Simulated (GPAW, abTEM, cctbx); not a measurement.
## CaCu3: the scripts behind a bonding study

Short scripts, each with its output. The cell comes from substitution in a known structure type and wasn't matched to any measured phase.

## 1. Relax the structure

```text
cell
1.0
     4.078000000    0.000000000    0.000000000
     0.000000000    4.078000000    0.000000000
     0.000000000    0.000000000    4.078000000
Cu Ca
3 1
Direct
0.500000000 0.500000000 0.000000000
0.500000000 0.000000000 0.500000000
0.000000000 0.500000000 0.500000000
0.000000000 0.000000000 0.000000000
```

```python
from ase.constraints import FixSymmetry
from ase.filters import FrechetCellFilter
from ase.io import read, write
from ase.optimize import BFGS
from ase.parallel import parprint
from gpaw import GPAW, PW, FermiDirac

atoms = read("start.vasp")
atoms.set_constraint(FixSymmetry(atoms))
atoms.calc = GPAW(mode=PW(570), xc="PBE", kpts={"size": (5, 5, 5), "gamma": True},
                 occupations=FermiDirac(0.1), maxiter=120, symmetry={"tolerance": 1e-5}, txt="relax.txt")
BFGS(FrechetCellFilter(atoms), maxstep=0.15).run(fmax=0.03, steps=40)
parprint("cell  %.4f %.4f %.4f  %.2f %.2f %.2f" % tuple(atoms.cell.cellpar()))
parprint("volume %.3f A^3, largest force %.3f eV/A, largest stress %.2f GPa" % (atoms.get_volume(), abs(atoms.get_forces()).max(), 160.218 * abs(atoms.get_stress()).max()))
atoms.set_constraint()
write("relaxed.vasp", atoms, direct=True)
```

```console
$ OMP_NUM_THREADS=1 mpirun -n 4 gpaw python run.py > gpaw.log
```

```text
      Step        Energy          fmax
BFGS:    0      -12.433820        0.018011
cell  4.0780 4.0780 4.0780  90.00 90.00 90.00
volume 67.817 A^3, largest force 0.000 eV/A, largest stress 0.17 GPa
```

Time: 7.3 s on 4 cores of Arm Neoverse V1 (shared host), peak memory 0.65 GiB.

## 2. Build the all-electron density and subtract free atoms

```text
cell
1.0
     4.078000000    0.000000000    0.000000000
     0.000000000    4.078000000    0.000000000
     0.000000000    0.000000000    4.078000000
Cu Ca
3 1
Direct
0.500000000 0.500000000 0.000000000
0.500000000 0.000000000 0.500000000
0.000000000 0.500000000 0.500000000
0.000000000 0.000000000 0.000000000
```

```python
import numpy as np
from ase.io import read
from ase.units import Bohr
from gpaw import GPAW, PW, FermiDirac
from gpaw.calculator import GPAW as OldGPAW
from gpaw.mpi import serial_comm, world
from scipy.special import erfc
from scipy.spatial import cKDTree

atoms = read("cell.vasp")
atoms.calc = GPAW(mode=PW(450), xc="PBE", kpts={"size": (6, 6, 6), "gamma": True},
                 occupations=FermiDirac(0.1), maxiter=120, symmetry={"tolerance": 1e-5}, txt="scf.txt")
atoms.get_potential_energy()
rho = atoms.calc.get_all_electron_density(gridrefinement=2)
moments = atoms.get_magnetic_moments() if atoms.calc.get_number_of_spins() == 2 else np.zeros(len(atoms))
total = atoms.get_magnetic_moment() if moments.any() else 0.0
if world.rank == 0:
    free = OldGPAW(mode=PW(450), xc="PBE", txt=None, communicator=serial_comm)
    neutral = atoms.copy()
    neutral.set_initial_magnetic_moments(None)
    free.initialize(neutral)
    free.set_positions(neutral)
    drho = rho - free.get_all_electron_density(gridrefinement=2)
    # GPAW starts from confined atoms: exchange their smooth part for that of the datasets' free atoms
    h = np.stack(np.meshgrid(*[np.fft.fftfreq(n, 1 / n) for n in drho.shape], indexing="ij"), -1)
    gabs = np.linalg.norm(h @ atoms.cell.reciprocal(), axis=-1)
    tails = np.fft.fftn(free.get_pseudo_density(gridrefinement=2))
    g, form, v0 = np.linspace(0, gabs.max(), 1500), {}, 0
    for e in set(atoms.symbols):
        idx = atoms.symbols.search(e)
        d = free.setups[idx[0]].data
        r, w = d.rgd.r_g * Bohr, d.rgd.r_g**2 * d.rgd.dr_g
        j0 = np.sinc(2 * g[:, None] * r)
        smooth = sum(f * p**2 for f, p in zip(d.f_j, d.phit_jg)) + np.sqrt(4 * np.pi) * d.nct_g
        full = sum(f * p**2 for f, p in zip(d.f_j, d.phi_jg)) + np.sqrt(4 * np.pi) * d.nc_g
        phase = sum(np.exp(-2j * np.pi * h @ s) for s in atoms.get_scaled_positions()[idx])
        tails -= np.interp(gabs, g, j0 @ (smooth * w)) * phase * drho.size / atoms.get_volume()
        form[e] = j0 @ (full * w)
        v0 += 2 * np.pi / 3 * 14.3996 * (full * w * r**2).sum() * len(idx)  # V A^3
    tails *= 0.5 * erfc((gabs - 1.8) / 0.25)  # the tails differ at long wavelengths alone
    drho += np.fft.ifftn(tails).real  # crystal minus superposed spherical free atoms
    np.save("drho.npy", drho)
    dv = atoms.get_volume() / drho.size
    print("grid", drho.shape, " electrons %.3f" % (rho.sum() * dv), " moved by bonding %.3f e" % (abs(drho).sum() * dv / 2))
    pts = np.indices(drho.shape).reshape(3, -1).T / drho.shape @ atoms.cell
    shifts = (np.indices((3, 3, 3)).reshape(3, -1).T - 1) @ atoms.cell
    images = (atoms.positions[None] + shifts[:, None]).reshape(-1, 3)
    dist, idx = cKDTree(images).query(pts, k=4)
    out = drho.ravel()[dist[:, 0] > 0.5]
    print("deformation density beyond 0.5 A of the nuclei: max %.3f, min %.3f e/A^3" % (out.max(), out.min()))
    tie = dist < dist[:, :1] + 1e-4
    q = -np.bincount((idx % len(atoms))[tie], (drho.ravel()[:, None] / tie.sum(1, keepdims=True) * tie)[tie], len(atoms)) * dv
    print("atom        x       y       z   Voronoi charge  moment")
    for a, s, c, m in zip(atoms, atoms.get_scaled_positions(), q, moments):
        print("%-2s%-3d %7.4f %7.4f %7.4f %10.3f %10.2f" % (a.symbol, a.index + 1, *s, c, m))
    np.savez("free.npz", g=g, **form)
    print("mean inner potential of superposed free atoms %.3f V" % (v0 / atoms.get_volume()))
    print("total magnetic moment %.3f muB" % total)
```

```console
$ OMP_NUM_THREADS=1 mpirun -n 4 gpaw python run.py > gpaw.log
```

```text
grid (40, 40, 40)  electrons 107.000  moved by bonding 0.696 e
deformation density beyond 0.5 A of the nuclei: max 0.050, min -0.150 e/A^3
atom        x       y       z   Voronoi charge  moment
Cu1    0.5000  0.5000  0.0000      0.022       0.00
Cu2    0.5000  0.0000  0.5000      0.022       0.00
Cu3    0.0000  0.5000  0.5000      0.022       0.00
Ca4    0.0000  0.0000  0.0000     -0.066       0.00
mean inner potential of superposed free atoms 18.372 V
total magnetic moment 0.000 muB
```

Time: 7.6 s.

## 3. Fourier-transform the difference

```python
from cctbx import adptbx, crystal, miller, xray
from cctbx.eltbx import tiny_pse
import numpy as np

cs = crystal.symmetry(unit_cell=(4.078, 4.078, 4.078, 90, 90, 90), space_group_symbol='Hall: -P 4 2 3')  # Pm-3m
atoms = [  # label, site, U (iso, or U11 U22 U33 U12 U13 U23 in A^2), occupancy
    ("Cu1", (0.5, 0.5, 0), 0.0000, 1),
    ("Ca1", (0, 0, 0), 0.0000, 1),
]
xs = xray.structure(crystal_symmetry=cs)
for label, site, u, occ in atoms:
    u = adptbx.u_cif_as_u_star(cs.unit_cell(), u) if isinstance(u, tuple) else u
    xs.add_scatterer(xray.scatterer(label, site=site, u=u, occupancy=occ))
xs.scattering_type_registry(table="wk1995")
drho = np.load("drho.npy")
T = np.array([[1, 0, 0], [0, 1, 0], [0, 0, 1]])  # conventional axes in terms of the primitive ones
dF = np.fft.ifftn(drho) * 67.81748  # electrons a conventional cell, indexed by primitive hkl
ms = miller.build_set(cs, anomalous_flag=False, d_min=0.9).sort("resolution")
iam = ms.structure_factors_from_scatterers(xs, algorithm="direct").f_calc()
p1 = xs.expand_to_p1()
z = np.array([tiny_pse.table(sc.scattering_type).atomic_number() for sc in p1.scatterers()])
x = np.array(p1.sites_frac())
free = np.load("free.npz")
print("static structure factors of the conventional cell: F in electrons, V (Mott-Bethe) in volts")
print("   h  k  l      d  |F| table  |F| free   |F| DFT   change   |V| free  |V| DFT  change %")
for h, d, table in list(zip(ms.indices(), ms.d_spacings().data(), iam.data()))[:16]:
    df = dF[tuple(np.rint(np.linalg.solve(T, h)).astype(int))]
    phase = np.exp(2j * np.pi * x @ h)
    f = sum(np.interp(1 / d, free["g"], free[sc.scattering_type]) * p for sc, p in zip(p1.scatterers(), phase))
    fz = (z * phase).sum()
    c = 14.3996 * d * d / (np.pi * cs.unit_cell().volume())
    v0, v1 = abs(fz - f) * c, abs(fz - f - df) * c
    print("%4d%3d%3d %7.4f %9.3f %9.3f %9.3f %8.3f %9.3f %8.3f %8s" % (h + (d, abs(table), abs(f), abs(f + df), abs(f + df) - abs(f), v0, v1, "%.1f" % (100 * (v1 / v0 - 1)) if v0 > 0.02 else "-")))
```

```console
$ python run.py
```

```text
static structure factors of the conventional cell: F in electrons, V (Mott-Bethe) in volts
   h  k  l      d  |F| table  |F| free   |F| DFT   change   |V| free  |V| DFT  change %
   0  1  0  4.0780     9.760     9.658     9.495   -0.163     0.739    0.556    -24.8
   0  1  1  2.8836     9.468     9.342     9.175   -0.166     0.192    0.099    -48.7
   1  1  1  2.3544    83.218    82.748    82.285   -0.463     9.086    9.260      1.9
   0  2  0  2.0390    78.706    78.210    77.767   -0.443     8.090    8.214      1.5
   0  2  1  1.8237     8.469     8.307     8.135   -0.173     0.156    0.195     24.9
   1  2  1  1.6648     8.164     8.019     7.862   -0.156     0.184    0.213     15.9
   0  2  2  1.4418    65.369    65.109    64.952   -0.157     5.886    5.908      0.4
   1  2  2  1.3593     7.301     7.214     7.180   -0.035     0.223    0.227      1.9
   0  3  0  1.3593     7.301     7.214     7.151   -0.063     0.223    0.231      3.5
   0  3  1  1.2896     7.029     6.959     6.941   -0.019     0.229    0.231      0.9
   1  3  1  1.2296    58.437    58.338    58.253   -0.085     4.972    4.981      0.2
   2  2  2  1.1772    56.518    56.454    56.395   -0.058     4.734    4.740      0.1
   0  3  2  1.1310     6.262     6.230     6.234    0.004     0.240    0.239     -0.1
   1  3  2  1.0899     6.023     6.000     6.011    0.011     0.241    0.240     -0.4
   0  4  0  1.0195    50.237    50.251    50.219   -0.032     3.986    3.989      0.1
   2  3  2  0.9891     5.358     5.359     5.377    0.018     0.241    0.240     -0.5
```

Time: 0.25 s on 1 core of Arm Neoverse V1 (shared host), peak memory 0.08 GiB.

## 4. Rock the beam across one reflection

```python
import abtem
import numpy as np
from ase.build import make_supercell
from ase.io import read

abtem.config.set({"dask.lazy": False, "fft": "fftw", "diagnostics.progress_bar": False})
M = [[0, -1, 0], [1, 0, 0], [0, 0, 1]]  # rows: x, y and beam direction in the primitive cell's axes
unit = make_supercell(read("cell.vasp"), M)
unit.set_cell(list(unit.cell.lengths()) + [90, 90, 90], scale_atoms=True)
unit.positions[:, 2] += 1.0195  # keeps atomic planes off the slice boundaries
unit.wrap()
slab = unit * (1, 1, 172)
print(slab.get_chemical_formula(), "| box %.2f x %.2f x %.2f A" % tuple(slab.cell.lengths()))

# change of the potential by bonding, from the DFT deformation density (Poisson's equation term by term)
drho = np.load("drho.npy")
prim = read("cell.vasp")
h = np.stack(np.meshgrid(*[np.fft.fftfreq(n, 1 / n) for n in drho.shape], indexing="ij"), -1).reshape(-1, 3).astype(int)
g2 = ((h @ prim.cell.reciprocal()) ** 2).sum(1)
keep = (g2 > 0) & (g2 < 2.5**2)
shape = (91, 91, 24)
vg = np.zeros(shape, complex)
hm = h[keep] @ np.array(M).T
move = np.exp(-2j * np.pi * hm[:, 2] * (1.0195 / unit.cell[2, 2] - 0.5 / shape[2]))  # the same shift, sampled at mid-points
vg[tuple(hm.T % np.array(shape)[:, None])] = -14.3996 / np.pi * (np.fft.fftn(drho).ravel() / drho.size)[keep] / g2[keep] * move
dV = np.fft.ifftn(vg).real * vg.size
dV = dV.reshape(91, 91, 2, 12).mean(3) * unit.cell[2, 2] / 2  # V A, projected in each slice
dV = np.tile(dV.transpose(2, 0, 1), (172, 1, 1))


def build(atoms):
    p = abtem.Potential(atoms, gpts=(91, 91), slice_thickness=[slab.cell[2, 2] / 344] * 344,
                        parametrization="lobato", projection="infinite", exit_planes=86).build()
    p.array[:] += BONDING * dV
    return p


def potentials():
    yield build(slab)  # atoms at rest


for label, BONDING in (("IAM", 0.0), ("DFT", 1.0)):
    print("=====", label)
    potential = build(slab)
    print("grid", potential.gpts, "slices", potential.num_slices)
    thickness = potential.exit_thicknesses
    h = np.array(M) @ np.linalg.solve(np.array([[1, 0, 0], [0, 1, 0], [0, 0, 1]]), [2, 0, 0])
    ix, iy = round(h[0]) * 1, round(h[1]) * 1
    gxy = h[:2] / unit.cell.lengths()[:2]
    along = gxy / np.hypot(*gxy)
    across = np.array([-along[1], along[0]])
    bragg = 500 * abtem.PlaneWave(energy=300000).wavelength * np.hypot(*gxy)
    print("Bragg angle %.3f mrad; beam tilted 46 mrad off the zone axis across the row" % bragg)
    print("dark-field intensity of 2 0 0 against tilt along the row, in Bragg angles")
    print("  t (A)" + "".join("%8.2f" % s for s in [0.2, 0.4, 0.6, 0.8, 1.0, 1.2, 1.4, 1.6, 1.8, 2.0, 2.2, 2.4, 2.6]))
    rows = []
    row = [(n * ix, n * iy) for n in range(-8, 9)]
    for s in [0.2, 0.4, 0.6, 0.8, 1.0, 1.2, 1.4, 1.6, 1.8, 2.0, 2.2, 2.4, 2.6]:
        tilt = -s * bragg * along + 46 * across
        dp = abtem.PlaneWave(energy=300000, tilt=tuple(tilt)).multislice(potential).diffraction_patterns(max_angle="valid").array
        rows.append(dp[:, dp.shape[1] // 2 + ix, dp.shape[2] // 2 + iy])
        if s == 1.0:
            cx, cy = dp.shape[1] // 2, dp.shape[2] // 2
            share = sum(dp[:, cx + i, cy + j] for i, j in row if abs(i) < cx and abs(j) < cy) / dp.sum(axis=(1, 2))
            total = dp.sum(axis=(1, 2))
    for t, a in list(zip(thickness, np.array(rows).T))[1:]:
        print("%7.1f" % t + "".join("%8.4f" % v for v in a))
    print("at the Bragg tilt, share in the row:", share[1:].round(3).tolist(), "total:", total[1:].round(3).tolist())
```

```console
$ python run.py
```

```text
Ca172Cu516 | box 4.08 x 4.08 x 701.42 A
===== IAM
grid (91, 91) slices 344
Bragg angle 4.828 mrad; beam tilted 46 mrad off the zone axis across the row
dark-field intensity of 2 0 0 against tilt along the row, in Bragg angles
  t (A)    0.20    0.40    0.60    0.80    1.00    1.20    1.40    1.60    1.80    2.00    2.20    2.40    2.60
  175.4  0.3057  0.4182  0.5267  0.5951  0.6178  0.5950  0.5267  0.4183  0.3058  0.2163  0.1447  0.0918  0.0489
  350.7  0.0308  0.1564  0.3367  0.5777  0.6948  0.5776  0.3368  0.1566  0.0309  0.0440  0.0287  0.0883  0.0958
  526.1  0.1378  0.1847  0.0325  0.0194  0.0301  0.0194  0.0325  0.1847  0.1380  0.1260  0.0023  0.0026  0.0957
  701.4  0.1652  0.2537  0.4873  0.3828  0.4022  0.3828  0.4874  0.2540  0.1649  0.1190  0.0528  0.0444  0.0201
at the Bragg tilt, share in the row: [0.9190000295639038, 0.8629999756813049, 0.8489999771118164, 0.828000009059906] total: [0.9959999918937683, 0.984000027179718, 0.9629999995231628, 0.9449999928474426]
===== DFT
grid (91, 91) slices 344
Bragg angle 4.828 mrad; beam tilted 46 mrad off the zone axis across the row
dark-field intensity of 2 0 0 against tilt along the row, in Bragg angles
  t (A)    0.20    0.40    0.60    0.80    1.00    1.20    1.40    1.60    1.80    2.00    2.20    2.40    2.60
  175.4  0.3116  0.4276  0.5395  0.6100  0.6335  0.6100  0.5395  0.4277  0.3117  0.2195  0.1463  0.0924  0.0491
  350.7  0.0296  0.1500  0.3304  0.5717  0.6879  0.5716  0.3305  0.1502  0.0297  0.0495  0.0333  0.0949  0.0989
  526.1  0.1446  0.2086  0.0437  0.0132  0.0166  0.0132  0.0438  0.2086  0.1448  0.1249  0.0023  0.0037  0.1038
  701.4  0.1635  0.2688  0.5472  0.4445  0.4768  0.4445  0.5473  0.2691  0.1633  0.1332  0.0550  0.0456  0.0248
at the Bragg tilt, share in the row: [0.925000011920929, 0.8809999823570251, 0.875, 0.8640000224113464] total: [0.9959999918937683, 0.984000027179718, 0.9629999995231628, 0.9440000057220459]
```

Time: 13 s.

## 5. Scan a probe

```python
import abtem
import numpy as np
from ase.build import make_supercell
from ase.io import read

abtem.config.set({"dask.lazy": False, "fft": "fftw", "diagnostics.progress_bar": False})
M = [[0, -1, 0], [1, 0, 0], [0, 0, 1]]  # rows: x, y and beam direction in the primitive cell's axes
unit = make_supercell(read("cell.vasp"), M)
unit.set_cell(list(unit.cell.lengths()) + [90, 90, 90], scale_atoms=True)
unit.positions[:, 2] += 0.5098  # keeps atomic planes off the slice boundaries
unit.wrap()
slab = unit * (3, 3, 4)
print(slab.get_chemical_formula(), "| box %.2f x %.2f x %.2f A" % tuple(slab.cell.lengths()))

# change of the potential by bonding, from the DFT deformation density (Poisson's equation term by term)
drho = np.load("drho.npy")
prim = read("cell.vasp")
h = np.stack(np.meshgrid(*[np.fft.fftfreq(n, 1 / n) for n in drho.shape], indexing="ij"), -1).reshape(-1, 3).astype(int)
g2 = ((h @ prim.cell.reciprocal()) ** 2).sum(1)
keep = (g2 > 0) & (g2 < 2.5**2)
shape = (44, 44, 24)
vg = np.zeros(shape, complex)
hm = h[keep] @ np.array(M).T
move = np.exp(-2j * np.pi * hm[:, 2] * (0.5098 / unit.cell[2, 2] - 0.5 / shape[2]))  # the same shift, sampled at mid-points
vg[tuple(hm.T % np.array(shape)[:, None])] = -14.3996 / np.pi * (np.fft.fftn(drho).ravel() / drho.size)[keep] / g2[keep] * move
dV = np.fft.ifftn(vg).real * vg.size
dV = dV.reshape(44, 44, 4, 6).mean(3) * unit.cell[2, 2] / 4  # V A, projected in each slice
dV = np.tile(dV.transpose(2, 0, 1), (4, 3, 3))


def build(atoms):
    p = abtem.Potential(atoms, gpts=(132, 132), slice_thickness=[slab.cell[2, 2] / 16] * 16,
                        parametrization="lobato", projection="infinite", exit_planes=8).build()
    p.array[:] += BONDING * dV
    return p


def potentials():
    yield build(slab)  # atoms at rest


for label, BONDING in (("IAM", 0.0), ("DFT", 1.0)):
    print("=====", label)
    potential = build(slab)
    print("grid", potential.gpts, "slices", potential.num_slices)
    thickness = potential.exit_thicknesses
    probe = abtem.Probe(energy=300000, semiangle_cutoff=21)
    probe.grid.match(potential)
    print("wavelength %.5f A, largest angle on the grid %.0f mrad" % (probe.wavelength, min(probe.cutoff_angles)))
    detectors = {"ABF": (10, 21), "BF": (0, 10), "LAADF": (25, 67)}  # mrad
    columns = [  # name, x, y (A)
        ("Cu", 2.039, 2.039),
        ("Ca", 0.000, 0.000),
        ("void", 1.020, 1.020),
    ]
    scan = abtem.GridScan(start=(0.0000, 0.0000), end=(4.0780, 4.0780), gpts=(18, 18), endpoint=False)
    dets = [abtem.AnnularDetector(*v) for v in detectors.values()] + [abtem.PixelatedDetector(max_angle=32)]
    runs = [probe.scan(p, scan=scan, detectors=dets, max_batch=32) for p in potentials()]
    out = [sum(x[1:], x[0]) / len(x) for x in zip(*runs)]
    images = dict(zip(detectors, out))
    images["iCOM"] = out[-1].center_of_mass().integrate_gradient()
    np.save(label + "_pacbed.npy", out[-1].array.mean(axis=(1, 2)))
    print("PACBED pixel %.3f x %.3f mrad" % out[-1].angular_sampling)
    for name, im in images.items():
        im = im.interpolate(sampling=0.1, boundary="periodic").gaussian_filter(0.25)
        np.save(label + "_" + name + ".npy", im.array)
        print(name, "signal at the columns" + (", fraction of the beam" if name in detectors else ""))
        print("  t (A)     mean" + "".join("%10s" % c[0][:9] for c in columns))
        for t, a in list(zip(thickness, im.array))[1:]:
            at = [a[round((x - 0.0000) / im.sampling[0]) % a.shape[0], round((y - 0.0000) / im.sampling[1]) % a.shape[1]] for _, x, y in columns]
            print("%7.1f %8.5f" % (t, a.mean()) + "".join("%10.5f" % v for v in at))
```

```console
$ python run.py
```

```text
Ca36Cu108 | box 12.23 x 12.23 x 16.31 A
===== IAM
grid (132, 132) slices 16
wavelength 0.01969 A, largest angle on the grid 71 mrad
PACBED pixel 1.609 x 1.609 mrad
ABF signal at the columns, fraction of the beam
  t (A)     mean        Cu        Ca      void
    8.2  0.75556   0.72081   0.73512   0.76202
   16.3  0.73886   0.63489   0.66941   0.75799
BF signal at the columns, fraction of the beam
  t (A)     mean        Cu        Ca      void
    8.2  0.23078   0.22063   0.22788   0.23268
   16.3  0.22717   0.20690   0.22863   0.23254
LAADF signal at the columns, fraction of the beam
  t (A)     mean        Cu        Ca      void
    8.2  0.00692   0.03776   0.02207   0.00120
   16.3  0.01857   0.09318   0.05803   0.00367
iCOM signal at the columns
  t (A)     mean        Cu        Ca      void
    8.2  0.01757   0.04161   0.04448   0.00981
   16.3  0.01757   0.06495   0.07158   0.00222
===== DFT
grid (132, 132) slices 16
wavelength 0.01969 A, largest angle on the grid 71 mrad
PACBED pixel 1.609 x 1.609 mrad
ABF signal at the columns, fraction of the beam
  t (A)     mean        Cu        Ca      void
    8.2  0.75550   0.72044   0.73524   0.76203
   16.3  0.73863   0.63364   0.66984   0.75802
BF signal at the columns, fraction of the beam
  t (A)     mean        Cu        Ca      void
    8.2  0.23078   0.22068   0.22785   0.23264
   16.3  0.22716   0.20709   0.22852   0.23240
LAADF signal at the columns, fraction of the beam
  t (A)     mean        Cu        Ca      void
    8.2  0.00695   0.03789   0.02208   0.00122
   16.3  0.01870   0.09361   0.05808   0.00372
iCOM signal at the columns
  t (A)     mean        Cu        Ca      void
    8.2  0.01796   0.04266   0.04426   0.00998
   16.3  0.01796   0.06665   0.07076   0.00219
```

Time: 9.9 s.

[Outputs are excerpts: Python notices, other lines and further rows are left out; steps that failed or that the build refused (PBEsol, TPSS) are not shown.]

[Logs are printed without paths, hosts, clocks, repeated set-up lines and the standing remarks that a program may print on its own settings, such as how far it seeks lower states.]
